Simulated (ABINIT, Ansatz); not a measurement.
## Converging GW for Tellurium (P3_121, 3 atoms a cell) in ABINIT

Wanted: a converged G0W0 gap of Tellurium (P3_121, 3 atoms a cell), or an estimate of the limit.

Method: PBE and many-body steps on it, plane waves, in ABINIT 10.8.3.

The database entry behind the starting cell differs from later determinations by our own check (inner coordinate of an old entry), so it need not match the best structure at ambient conditions.

**1. The starting structure**

The structure is trigonal, space group P3_121 (No. 152). Conventional cell: a = 4.454 Å, b = 4.454 Å, c = 5.924 Å, α = 90.00°, β = 90.00°, γ = 120.00°. Te has 2 Te at 2.86 Å nearest.

The cell and positions come from the Crystallography Open Database and are kept as given unless a step says otherwise. Spin-orbit coupling is left out unless a step names it.

**2. Empty states on the mesh, 3×3×2 mesh, 743 bands**

This step: ABINIT 10.8.3; DFT, PBE, plane waves, norm-conserving pseudopotentials.

The sums over transitions need many empty states on a uniform mesh; this step solves for them.

run.abi reads:

```
acell 3*1.0 Angstrom
rprim 
  4.454000000025 -0.000000000006 0.000000000000
  -2.227000000008 3.857277148481 0.000000000000
  0.000000000000 0.000000000000 5.924000000000
ntypat 1
znucl 52
natom 3
typat 1 1 1
xred 
  0.269000000000 0.000000000000 0.333333333333
  0.000000000000 0.269000000000 0.666666666667
  0.731000000000 0.731000000000 -0.000000000000
pp_dirpath "pseudos"
pseudos "Te.upf"
ecut 34
ngkpt 3 3 2
nshiftk 1
shiftk 0 0 0
kptopt 1
chksymbreak 0
iscf -2
irdden 1
istwfk *1
nband 743
nbdbuf 66
tolwfr 1e-09
nstep 60
prtvol 0
indata_prefix "in"
outdata_prefix "out"
tmpdata_prefix "tmp"
```

On the command line:

```console
$ OMP_NUM_THREADS=1 mpirun -n 4 abinit run.abi > log
```

Numbers of over 12 decimals in the logs are rounded to 6 here.

The program printed:

```text
.Version 10.8.3 of ABINIT. v10.8.2 released Aug 2026.

 Symmetries : space group P3_1 2 1 (#152); Bravais hP (primitive hexag.)
[... echo of the input left out ...]
== DATASET  1 ==================================================================
-   mpi_nproc: 4, omp_nthreads: 1 (-1 if OMP is not activated)

--- !DatasetInfo
iteration_state: {dtset: 1, }
dimensions: {natom: 3, nkpt: 6, mband: 743, nsppol: 1, nspinor: 1, nspden: 1, mpw: 6557, }
cutoff_energies: {ecut:  34.0, pawecutdg:  -1.0, }
[...]
7.43449    7.44062    7.44062    7.48294    7.48472    7.48478    7.48699    7.50035
   7.50054    7.50535    7.50553    7.51038    7.53278    7.53308    7.54787    7.54936
   7.56156    7.57060    7.57293    7.58980    7.60078    7.61177    7.63226
 prteigrs : prtvol=0 or 1, do not print more k-points.

== END DATASET(S) ==============================================================
================================================================================

 -outvars: echo values of variables after computation  --------
            nband         743
             nkpt           6
          spgroup         152
 [... the other variables as echoed above ...]

 Calculation completed.
```

Wall time 18 min (4 MPI ranks of Arm Neoverse V1, shared host); peak memory 0.9 GiB; 71 min of CPU time.

Numbers from this step:

```yaml
gap: 0.1739 eV
k_of_the_valence_top: 0.3333, 0.3333, 0.5
k_of_the_conduction_bottom: 0.3333, 0.3333, 0.5
least_direct_gap: 0.1739 eV
k_points_computed: 6
lowest_point_of_the_top_converged_band_above_the_valence_top: 187.6723 eV
```

On this mesh the gap is 0.174 eV.

The density comes from a self-consistent run that is not shown.

**3. Screening, 3×3×2 mesh, 105 bands, screening to 95.2 eV**

The RPA dielectric matrix is built and inverted for each q.

This step: RPA screening on PBE, plane waves, norm-conserving pseudopotentials.

Changes to run.abi since step 2:

```diff
@@ -21,10 +21,11 @@
 chksymbreak 0
-iscf -2
-irdden 1
 istwfk *1
-nband 743
-nbdbuf 66
-tolwfr 1e-09
-nstep 60
-prtvol 0
+occopt 1
+irdwfk 1
+optdriver 3
+nband 105
+ecuteps 3.5
+inclvkb 2
+awtr 1
+symchi 1
 indata_prefix "in"
```

The program printed:

```text
.Version 10.8.3 of ABINIT. v10.8.2 released Aug 2026.

 Symmetries : space group P3_1 2 1 (#152); Bravais hP (primitive hexag.)
[... echo of the input left out ...]
== DATASET  1 ==================================================================
-   mpi_nproc: 4, omp_nthreads: 1 (-1 if OMP is not activated)

--- !DatasetInfo
iteration_state: {dtset: 1, }
dimensions: {natom: 3, nkpt: 6, mband: 105, nsppol: 1, nspinor: 1, nspden: 1, mpw: 6557, }
cutoff_energies: {ecut:  34.0, pawecutdg:  -1.0, }
electrons: {nelect:   4.80000000E+01, charge:   0.00000000E+00, occopt:   1.00000000E+00, tsmear:   1.00000000E-02, }

 SCREENING: Calculation of the susceptibility and dielectric matrices

 Based on a program developped by R.W. Godby, V. Olevano, G. Onida, and L. Reining.
 Incorporated in ABINIT by V. Olevano, G.-M. Rignanese, and M. Torrent.
.Using double precision arithmetic ; gwpc =  8

[... cell and pseudopotentials left out ...]
--------------------------------------------------------------------------------

 ==== K-mesh for the wavefunctions ====
 Number of points in the irreducible wedge :     6
[... list of points left out ...]
 Together with  6 symmetry operations and time-reversal symmetry
 yields    18 points in the full Brillouin Zone.

 ==== Q-mesh for the screening function ====
 Number of points in the irreducible wedge :     6
[... list of points left out ...]
 Together with  6 symmetry operations and time-reversal symmetry
 yields    18 points in the full Brillouin Zone.

 setmesh: FFT mesh size selected  =    27x   27x   45
          total number of points  =        32805

 vcoul_init : cutoff-mode = AUXILIARY_FUNCTION
 q-points for optical limit:   1
     1)      0.000010    0.000020    0.000030

- screening: taking advantage of time-reversal symmetry
- Maximum band index for partially occupied states nbvw = 24
- Remaining bands to be divided among processors   nbcw = 81
- Number of bands treated by each node ~20

 Number of electrons calculated from density =   48.0000; Expected =   48.0000
 average of density, n =  0.069887
 r_s =    1.5060
 omega_plasma =   25.5009 [eV]

 calculating chi0 at frequencies [eV] :
  1    0.000000E+00    0.000000E+00
  2    0.000000E+00    2.550086E+01

--------------------------------------------------------------------------------
  q-point number  1        q = ( 0.000000, 0.000000, 0.000000) [r.l.u.]
--------------------------------------------------------------------------------
[... chi0 elements left out ...]
 For q-point:  0.000010 0.000020 0.000030
  dielectric constant =   1.65061E+03
  dielectric constant without local fields =   2.09898E+03

  Average fulfillment of the sum rule on Im[epsilon] for q-point    1 :     56.73  [%]
[... wings left out ...]
  q-point number  2        q = ( 0.333333, 0.000000, 0.000000) [r.l.u.]
--------------------------------------------------------------------------------
[... chi0 elements left out ...]
  Average fulfillment of the sum rule on Im[epsilon] for q-point    2 :     64.73  [%]

 [... 4 further q-points ...]
```

The job ended after 29 s (4 MPI ranks; peak memory 0.95 GiB; 1.9 min of CPU time).

Numbers from this step:

* ε∞ with local fields, on this mesh, along the program's q direction: 1651
* the same without local fields: 2099
* plasma frequency: 25.50 eV
* plane waves in the screening matrix: 213

Local fields lower ε∞ by 21 %. The value itself is an artefact of the mesh, where one narrow direct gap carries too much weight.

**4. 105 bands, 95.2 eV**

The self-energy is evaluated for the states that the input lists, and the levels follow from it, in one-shot runs by the linearised quasiparticle equation.

This step: G0W0 on PBE, plane waves, norm-conserving pseudopotentials.

Changes to run.abi since step 3:

```diff
@@ -24,8 +24,17 @@
 irdwfk 1
-optdriver 3
+optdriver 4
 nband 105
+gwcalctyp 0
+ecutsigx 34
+symsigma 1
+nkptgw 2
+kptgw 
+  0.3333333333 0.3333333333 0.5000000000
+  0.0000000000 0.0000000000 0.0000000000
+bdgw 
+  23 27
+  22 26
 ecuteps 3.5
-inclvkb 2
-awtr 1
-symchi 1
+irdscr 1
+ppmodel 1
 indata_prefix "in"
```

The program printed:

```text
.Version 10.8.3 of ABINIT. v10.8.2 released Aug 2026.

 Symmetries : space group P3_1 2 1 (#152); Bravais hP (primitive hexag.)
[... echo of the input left out ...]
== DATASET  1 ==================================================================
-   mpi_nproc: 4, omp_nthreads: 1 (-1 if OMP is not activated)

--- !DatasetInfo
iteration_state: {dtset: 1, }
dimensions: {natom: 3, nkpt: 6, mband: 105, nsppol: 1, nspinor: 1, nspden: 1, mpw: 6557, }
cutoff_energies: {ecut:  34.0, pawecutdg:  -1.0, }
electrons: {nelect:   4.80000000E+01, charge:   0.00000000E+00, occopt:   1.00000000E+00, tsmear:   1.00000000E-02, }

 SIGMA: Calculation of the GW corrections

 Based on a program developped by R.W. Godby, V. Olevano, G. Onida, and L. Reining.
 Incorporated in ABINIT by V. Olevano, G.-M. Rignanese, and M. Torrent.
.Using double precision arithmetic ; gwpc =  8

[... cell and pseudopotentials left out ...]
--------------------------------------------------------------------------------

 ==== K-mesh for the wavefunctions ====
 Number of points in the irreducible wedge :     6
[... list of points left out ...]
 Together with  6 symmetry operations and time-reversal symmetry
 yields    18 points in the full Brillouin Zone.

 ==== Q-mesh for screening function ====
 Number of points in the irreducible wedge :     6
[... list of points left out ...]
 Together with  6 symmetry operations and time-reversal symmetry
 yields    18 points in the full Brillouin Zone.

 vcoul_init : cutoff-mode = AUXILIARY_FUNCTION
 q-points for optical limit:   1
     1)      0.000010    0.000020    0.000030
 setmesh: FFT mesh size selected  =    40x   40x   60
          total number of points  =        96000

 Number of electrons calculated from density =   48.0000; Expected =   48.0000
 average of density, n =  0.069887
 r_s =    1.5060
 omega_plasma =   25.5009 [eV]

 === KS Band Gaps ===
  >>>> For spin  1
   Minimum direct gap =   0.1738 [eV], located at k-point      :   0.3333  0.3333  0.5000
   Fundamental gap    =   0.1738 [eV], Top of valence bands at :   0.3333  0.3333  0.5000
                                       Bottom of conduction at :   0.3333  0.3333  0.5000
 SIGMA fundamental parameters:
 PLASMON POLE MODEL  1
 number of plane-waves for SigmaX                 6557
 number of plane-waves for SigmaC and W            213
 number of plane-waves for wavefunctions          6557
 number of bands                                   105
 number of independent spin polarizations            1
 number of spinorial components                      1
 number of k-points in IBZ                           6
 number of q-points in IBZ                           6
 number of symmetry operations                       6
 number of k-points in BZ                           18
 number of q-points in BZ                           18
 number of frequencies for dSigma/dE                 9
 frequency step for dSigma/dE [eV]                0.25
 number of omega for Sigma on real axis              0
 max omega for Sigma on real axis  [eV]           0.00
 zcut for avoiding poles [eV]                     0.10

 EPSILON^-1 parameters (SCR file):
 dimension of the eps^-1 matrix on file            213
 dimension of the eps^-1 matrix used               213
 number of plane-waves for wavefunctions          6557
 number of bands                                   105
 number of q-points in IBZ                           6
 number of frequencies                               2
 number of real frequencies                          1
 number of imag frequencies                          1

 matrix elements of self-energy operator (all in [eV])

 Perturbative Calculation

--- !SelfEnergy_ee
iteration_state: {dtset: 1, }
kpoint     : [   0.333,    0.333,    0.500, ]
spin       : 1
KS_gap     :    0.174
QP_gap     :    0.475
Delta_QP_KS:    0.301
data: !SigmaeeData |
     Band     E0 <VxcDFT>   SigX SigC(E0)      Z dSigC/dE  Sig(E)    E-E0       E
       23   4.683 -12.381 -14.438   1.477   0.784  -0.275 -12.836  -0.455   4.229
       24   4.683 -12.381 -14.438   1.477   0.784  -0.275 -12.836  -0.455   4.229
       25   4.857 -11.885  -9.305  -2.775   0.787  -0.271 -12.038  -0.153   4.704
       26   6.003 -11.851  -9.094  -2.966   0.786  -0.272 -12.016  -0.165   5.839
       27   6.003 -11.851  -9.094  -2.966   0.786  -0.272 -12.016  -0.165   5.839

--- !SelfEnergy_ee
iteration_state: {dtset: 1, }
kpoint     : [   0.000,    0.000,    0.000, ]
spin       : 1
KS_gap     :    1.861
QP_gap     :    2.166
Delta_QP_KS:    0.306
data: !SigmaeeData |
     Band     E0 <VxcDFT>   SigX SigC(E0)      Z dSigC/dE  Sig(E)    E-E0       E
       22   3.007 -11.477 -14.257   2.168   0.775  -0.290 -11.951  -0.475   2.533
       23   3.007 -11.477 -14.257   2.168   0.775  -0.290 -11.951  -0.475   2.533
       24   3.836 -11.708 -14.430   2.050   0.779  -0.284 -12.231  -0.523   3.312
       25   5.696 -12.128  -9.580  -2.825   0.782  -0.279 -12.345  -0.218   5.479
       26   5.696 -12.128  -9.580  -2.825   0.782  -0.279 -12.345  -0.218   5.479

== END DATASET(S) ==============================================================
================================================================================

 -outvars: echo values of variables after computation  --------
           etotal      0.0000000000E+00
            nband         105
             nkpt           6
          spgroup         152
 [... the other variables as echoed above ...]

 Calculation completed.
```

Wall time 7.5 s (4 MPI ranks); peak memory 0.76 GiB.

Numbers from this step:

| Item | Value |
| --- | --- |
| G0W0 gap on the points computed | 0.4750 eV |
| starting gap on the mesh | 0.1739 eV |
| k of the valence top | 0.3333, 0.3333, 0.5 |
| k of the conduction bottom | 0.3333, 0.3333, 0.5 |
| Z at the valence top | 0.784 |
| Z at the conduction bottom | 0.787 |
| least direct G0W0 gap on the computed points | 0.4750 eV |

The gap on the mesh goes from 0.17 eV to 0.47 eV, a correction of +0.30 eV.

**5. Screening, 3×3×2 mesh, 290 bands, screening to 176.9 eV**

This step: RPA screening on PBE, plane waves, norm-conserving pseudopotentials.

Changes to run.abi since step 4:

```diff
@@ -24,17 +24,8 @@
 irdwfk 1
-optdriver 4
-nband 105
-gwcalctyp 0
-ecutsigx 34
-symsigma 1
-nkptgw 2
-kptgw 
-  0.3333333333 0.3333333333 0.5000000000
-  0.0000000000 0.0000000000 0.0000000000
-bdgw 
-  23 27
-  22 26
-ecuteps 3.5
-irdscr 1
-ppmodel 1
+optdriver 3
+nband 290
+ecuteps 6.5
+inclvkb 2
+awtr 1
+symchi 1
 indata_prefix "in"
```

The program printed:

```text
.Version 10.8.3 of ABINIT. v10.8.2 released Aug 2026.

 Symmetries : space group P3_1 2 1 (#152); Bravais hP (primitive hexag.)
[... echo of the input left out ...]
== DATASET  1 ==================================================================
-   mpi_nproc: 4, omp_nthreads: 1 (-1 if OMP is not activated)

--- !DatasetInfo
iteration_state: {dtset: 1, }
dimensions: {natom: 3, nkpt: 6, mband: 290, nsppol: 1, nspinor: 1, nspden: 1, mpw: 6557, }
cutoff_energies: {ecut:  34.0, pawecutdg:  -1.0, }
electrons: {nelect:   4.80000000E+01, charge:   0.00000000E+00, occopt:   1.00000000E+00, tsmear:   1.00000000E-02, }

 SCREENING: Calculation of the susceptibility and dielectric matrices

 Based on a program developped by R.W. Godby, V. Olevano, G. Onida, and L. Reining.
 Incorporated in ABINIT by V. Olevano, G.-M. Rignanese, and M. Torrent.
.Using double precision arithmetic ; gwpc =  8

[... cell and pseudopotentials left out ...]
--------------------------------------------------------------------------------

 ==== K-mesh for the wavefunctions ====
 Number of points in the irreducible wedge :     6
[... list of points left out ...]
 Together with  6 symmetry operations and time-reversal symmetry
 yields    18 points in the full Brillouin Zone.

 ==== Q-mesh for the screening function ====
 Number of points in the irreducible wedge :     6
[... list of points left out ...]
 Together with  6 symmetry operations and time-reversal symmetry
 yields    18 points in the full Brillouin Zone.

 setmesh: FFT mesh size selected  =    27x   27x   45
          total number of points  =        32805

 vcoul_init : cutoff-mode = AUXILIARY_FUNCTION
 q-points for optical limit:   1
     1)      0.000010    0.000020    0.000030

- screening: taking advantage of time-reversal symmetry
- Maximum band index for partially occupied states nbvw = 24
- Remaining bands to be divided among processors   nbcw = 266
- Number of bands treated by each node ~66

 Number of electrons calculated from density =   48.0000; Expected =   48.0000
 average of density, n =  0.069887
 r_s =    1.5060
 omega_plasma =   25.5009 [eV]

 calculating chi0 at frequencies [eV] :
  1    0.000000E+00    0.000000E+00
  2    0.000000E+00    2.550086E+01

--------------------------------------------------------------------------------
  q-point number  1        q = ( 0.000000, 0.000000, 0.000000) [r.l.u.]
--------------------------------------------------------------------------------
[... chi0 elements left out ...]
 For q-point:  0.000010 0.000020 0.000030
  dielectric constant =   1.65941E+03
  dielectric constant without local fields =   2.09902E+03

  Average fulfillment of the sum rule on Im[epsilon] for q-point    1 :    104.16  [%]
[... wings left out ...]
  q-point number  2        q = ( 0.333333, 0.000000, 0.000000) [r.l.u.]
--------------------------------------------------------------------------------
[... chi0 elements left out ...]
  Average fulfillment of the sum rule on Im[epsilon] for q-point    2 :    114.90  [%]

 [... 4 further q-points ...]
```

The job ended after 2.4 min (4 MPI ranks; peak memory 1.7 GiB).

This step gave:

```yaml
eps_infinity_with_local_fields_on_this_mesh_along_the_program_s_q_direction: 1659
the_same_without_local_fields: 2099
plasma_frequency: 25.50 eV
plane_waves_in_the_screening_matrix: 529
```

(Part 1 of 2 ends here.)

[Paths, hosts, dates, memory and timing lines, banners, echoed tables and standing remarks are left out of the program output.]

[Logs are printed without paths, hosts, clocks, repeated set-up lines and the standing remarks that a program may print on its own settings, such as how far it seeks lower states.]

[Runs of the session that timed out or met a known fault of the program may be left out.]

[Hosts, paths, dates, database ids (printed as entryN), source tags and the programs' standing remarks are cut or masked in the printed files.]

[G0W0 gaps are taken among the corrected bands and points alone; a level outside them can change the order at an edge.]

[Where Ansatz stands beside ABINIT at settings called matched, ABINIT's density can come from a denser mesh and the files from another edition; pairs whose starting gaps differed by over 0.03 eV were left out, so agreement reads better than it is.]
